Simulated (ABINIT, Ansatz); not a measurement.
**BaIBr (Pnma): bands and cutoff in G0W0 with ABINIT**

Aim: raise bands and screening cutoff together for BaIBr (Pnma) and follow gap and time.

Method: PBEsol and many-body steps on it, plane waves, in ABINIT 10.8.3.

This is a report of a sequence of runs, with most program output left out.

## 1. Starting point

Symmetry: Pnma, No. 62, orthorhombic system. The conventional cell has a = 8.814 Å, b = 5.124 Å, c = 10.192 Å, α = 90.00°, β = 90.00°, γ = 90.00°. Nearest to Ba lie 4 Br at 3.31 to 3.34 Å and 5 I at 3.67 to 3.76 Å. I has 5 Ba at 3.67 to 3.76 Å nearest. Nearest to Br lie 4 Ba at 3.31 to 3.34 Å. Farther neighbours and most contacts between anions are not listed.

The cell and positions are those that the Materials Project relaxed with its own functionals (PBE, PBE+U or r2SCAN), kept fixed. Spin-orbit coupling is left out unless a step names it.

## 2. Empty states on the mesh, 2×2×1 mesh, 459 bands

This step: ABINIT 10.8.3; DFT, PBEsol, plane waves, norm-conserving pseudopotentials.

The sums over transitions need many empty states on a uniform mesh; this step solves for them.

Contents of run.abi:

```
acell 3*1.0 Angstrom
rprim 
  8.814460390000 0.000000000000 0.000000000000
  0.000000000000 5.124291030000 0.000000000000
  0.000000000000 0.000000000000 10.191678390000
ntypat 3
znucl 56 53 35
natom 12
typat 1 1 1 1 2 2 2 2 3 3 3 3
xred 
  0.728824540000 0.250000000000 0.375137030000
  0.271175460000 0.750000000000 0.624862970000
  0.771175460000 0.750000000000 0.875137030000
  0.228824540000 0.250000000000 0.124862970000
  0.471610560000 0.250000000000 0.831776550000
  0.528389440000 0.750000000000 0.168223450000
  0.028389440000 0.750000000000 0.331776550000
  0.971610560000 0.250000000000 0.668223450000
  0.856471900000 0.250000000000 0.066685850000
  0.143528100000 0.750000000000 0.933314150000
  0.643528100000 0.750000000000 0.566685850000
  0.356471900000 0.250000000000 0.433314150000
pp_dirpath "pseudos"
pseudos "Ba.upf, I.upf, Br.upf"
ecut 31
ngkpt 2 2 1
nshiftk 1
shiftk 0 0 0
kptopt 1
chksymbreak 0
iscf -2
irdden 1
istwfk *1
nband 459
nbdbuf 40
tolwfr 1e-09
nstep 60
prtvol 0
indata_prefix "in"
outdata_prefix "out"
tmpdata_prefix "tmp"
```

Command:

```bash
OMP_NUM_THREADS=2 mpirun -n 4 abinit run.abi > log
```

Run time: 19 min. Hardware: 4 MPI ranks of Arm Neoverse N1, shared host; peak memory 1.7 GiB; 2.1 h of CPU time.

Numbers from this step:

| Property | Result |
| --- | --- |
| gap | 3.423 eV |
| k of the valence top | 0, 0, 0 |
| k of the conduction bottom | 0, 0, 0 |
| least direct gap | 3.423 eV |
| k points computed | 4 |
| lowest point of the top converged band, above the valence top | 45.19 eV |

On this mesh the gap is 3.423 eV.

The density comes from a self-consistent run that is not shown.

## 3. Screening, 2×2×1 mesh, 94 bands, screening to 51.7 eV

The RPA dielectric matrix is built and inverted for each q.

This step: RPA screening on PBEsol, plane waves, norm-conserving pseudopotentials.

run.abi, as its differences from that of step 2:

```diff
@@ -30,10 +30,11 @@
 chksymbreak 0
-iscf -2
-irdden 1
 istwfk *1
-nband 459
-nbdbuf 40
-tolwfr 1e-09
-nstep 60
-prtvol 0
+occopt 1
+irdwfk 1
+optdriver 3
+nband 94
+ecuteps 1.9
+inclvkb 2
+awtr 1
+symchi 1
 indata_prefix "in"
```

Command:

```bash
OMP_NUM_THREADS=1 mpirun -n 8 abinit run.abi > log
```

The job ended after 1.8 min (8 MPI ranks; peak memory 7 GiB; 15 min of CPU time).

Numbers from this step:

```yaml
eps_infinity_with_local_fields_on_this_mesh_along_the_program_s_q_direction: 4.035
the_same_without_local_fields: 4.592
plasma_frequency: 16.96 eV
plane_waves_in_the_screening_matrix: 371
```

Local fields lower ε∞ by 12 %. On a Γ-centred mesh this coarse the value itself is usually too large, while a short band sum pulls it down.

## 4. 94 bands, 51.7 eV

The self-energy is evaluated for the states that the input lists, and the levels follow from it, in one-shot runs by the linearised quasiparticle equation.

This step: G0W0 on PBEsol, plane waves, norm-conserving pseudopotentials.

run.abi, as its differences from that of step 3:

```diff
@@ -33,8 +33,15 @@
 irdwfk 1
-optdriver 3
+optdriver 4
 nband 94
+gwcalctyp 0
+ecutsigx 31
+symsigma 1
+nkptgw 1
+kptgw 
+  0.0000000000 0.0000000000 0.0000000000
+bdgw 
+  47 50
 ecuteps 1.9
-inclvkb 2
-awtr 1
-symchi 1
+irdscr 1
+ppmodel 1
 indata_prefix "in"
```

Elapsed: 12 s, on 8 MPI ranks; peak memory 3.2 GiB; 94 s of CPU time.

This step gave:

- G0W0 gap on the points computed: 5.284 eV
- starting gap on the mesh: 3.423 eV
- k of the valence top: 0, 0, 0
- k of the conduction bottom: 0, 0, 0
- Z at the valence top: 0.825
- Z at the conduction bottom: 0.852
- least direct G0W0 gap on the computed points: 5.284 eV

The gap on the mesh goes from 3.42 eV to 5.28 eV, a correction of +1.86 eV.

## 5. Screening, 2×2×1 mesh, 199 bands, screening to 98 eV

This step: RPA screening on PBEsol, plane waves, norm-conserving pseudopotentials.

run.abi, as its differences from that of step 4:

```diff
@@ -33,15 +33,8 @@
 irdwfk 1
-optdriver 4
-nband 94
-gwcalctyp 0
-ecutsigx 31
-symsigma 1
-nkptgw 1
-kptgw 
-  0.0000000000 0.0000000000 0.0000000000
-bdgw 
-  47 50
-ecuteps 1.9
-irdscr 1
-ppmodel 1
+optdriver 3
+nband 199
+ecuteps 3.6
+inclvkb 2
+awtr 1
+symchi 1
 indata_prefix "in"
```

Elapsed: 6.6 min, on 8 MPI ranks; peak memory 9.5 GiB.

This step gave:

```
ε∞ with local fields, on this mesh, along the program's q direction : 4.088
the same without local fields                                       : 4.834
plasma frequency                                                    : 16.96 eV
plane waves in the screening matrix                                 : 999
```

## 6. 199 bands, 98 eV

This step: G0W0 on PBEsol, plane waves, norm-conserving pseudopotentials.

run.abi, as its differences from that of step 5:

```diff
@@ -33,8 +33,15 @@
 irdwfk 1
-optdriver 3
+optdriver 4
 nband 199
+gwcalctyp 0
+ecutsigx 31
+symsigma 1
+nkptgw 1
+kptgw 
+  0.0000000000 0.0000000000 0.0000000000
+bdgw 
+  47 50
 ecuteps 3.6
-inclvkb 2
-awtr 1
-symchi 1
+irdscr 1
+ppmodel 1
 indata_prefix "in"
```

It took 43 s on 8 MPI ranks; peak memory 5.5 GiB.

Numbers from this step:

```yaml
g0w0_gap_on_the_points_computed: 4.974 eV
starting_gap_on_the_mesh: 3.423 eV
k_of_the_valence_top: 0, 0, 0
k_of_the_conduction_bottom: 0, 0, 0
z_at_the_valence_top: 0.824
z_at_the_conduction_bottom: 0.838
least_direct_g0w0_gap_on_the_computed_points: 4.974 eV
```

Against G0W0 in ABINIT (2×2×1 mesh, 94 bands, screening to 51.7 eV, Godby-Needs plasmon pole), the gap moves by −0.310 eV.

## 7. Screening, 2×2×1 mesh, 419 bands, screening to 149.7 eV

This step: RPA screening on PBEsol, plane waves, norm-conserving pseudopotentials.

run.abi, as its differences from that of step 6:

```diff
@@ -33,15 +33,8 @@
 irdwfk 1
-optdriver 4
-nband 199
-gwcalctyp 0
-ecutsigx 31
-symsigma 1
-nkptgw 1
-kptgw 
-  0.0000000000 0.0000000000 0.0000000000
-bdgw 
-  47 50
-ecuteps 3.6
-irdscr 1
-ppmodel 1
+optdriver 3
+nband 419
+ecuteps 5.5
+inclvkb 2
+awtr 1
+symchi 1
 indata_prefix "in"
```

Elapsed: 27 min, on 8 MPI ranks; peak memory 13 GiB.

This step gave:

| Quantity | Value |
| --- | --- |
| ε∞ with local fields, on this mesh, along the program's q direction | 4.096 |
| the same without local fields | 4.847 |
| plasma frequency | 16.96 eV |
| plane waves in the screening matrix | 1915 |

## 8. 419 bands, 149.7 eV

This step: G0W0 on PBEsol, plane waves, norm-conserving pseudopotentials.

run.abi, as its differences from that of step 7:

```diff
@@ -33,8 +33,16 @@
 irdwfk 1
-optdriver 3
+optdriver 4
 nband 419
+gwcalctyp 0
+ecutsigx 31
+symsigma 1
+nkptgw 1
+kptgw 
+  0.0000000000 0.0000000000 0.0000000000
+bdgw 
+  47 50
 ecuteps 5.5
-inclvkb 2
-awtr 1
-symchi 1
+irdscr 1
+ppmodel 1
+gwmem 00
 indata_prefix "in"
```

Wall time 4.4 min (8 MPI ranks); peak memory 4.6 GiB.

This step gave:

```
G0W0 gap on the points computed              : 5.058 eV
starting gap on the mesh                     : 3.423 eV
k of the valence top                         : 0, 0, 0
k of the conduction bottom                   : 0, 0, 0
least direct G0W0 gap on the computed points : 5.058 eV
```

Against G0W0 in ABINIT (2×2×1 mesh, 199 bands, screening to 98 eV, Godby-Needs plasmon pole), the gap moves by +0.084 eV.

## 9. The runs together

Times are wall times on 8 MPI ranks of Arm Neoverse N1, shared host, good to a factor of about two. A run's time includes the screening step that it read.

| run | mesh | bands | screening cutoff (eV) | DFT gap (eV) | gap on the mesh (eV) | direct (eV) | ε∞ used | time |
| --- | --- | --- | --- | --- | --- | --- | --- | --- |
| 94 bands, 51.7 eV | 2×2×1 | 94 | 51.7 | 3.423 | 5.284 | 5.284 | 4.03 | 2 min |
| 199 bands, 98 eV | 2×2×1 | 199 | 98 | 3.423 | 4.974 | 4.974 | 4.09 | 7.3 min |
| 419 bands, 149.7 eV | 2×2×1 | 419 | 149.7 | 3.423 | 5.058 | 5.058 | 4.10 | 31 min |

## 10. Summary of results

* 94 bands, 51.7 eV: 5.284 eV
* 199 bands, 98 eV: 4.974 eV
* 419 bands, 149.7 eV: 5.058 eV
* known limits: not at the basis limit; no spin-orbit coupling; coarse k mesh

In words: From the first rung to the last the gap moves by −0.23 eV for 15 times the time. The gap turns back along the series, so no limit is drawn from it. In the G0W0 runs levels were corrected at 1 k point alone, so a gap called «on the mesh» is the least over those, and an edge elsewhere would be missed. The 2×2×1 mesh is coarse for this cell, which bears on the long-range parts of exchange and screening. The many-body steps are scalar-relativistic: spin-orbit coupling is not in them.

[Paths, hosts, dates, memory and timing lines, banners, echoed tables and standing remarks are left out of the program output.]

[Logs are printed without paths, hosts, clocks, repeated set-up lines and the standing remarks that a program may print on its own settings, such as how far it seeks lower states.]

[Runs of the session that timed out or met a known fault of the program may be left out.]

[Hosts, paths, dates, database ids (printed as entryN), source tags and the programs' standing remarks are cut or masked in the printed files.]

[G0W0 gaps are taken among the corrected bands and points alone; a level outside them can change the order at an edge.]

[Where Ansatz stands beside ABINIT at settings called matched, ABINIT's density can come from a denser mesh and the files from another edition; pairs whose starting gaps differed by over 0.03 eV were left out, so agreement reads better than it is.]
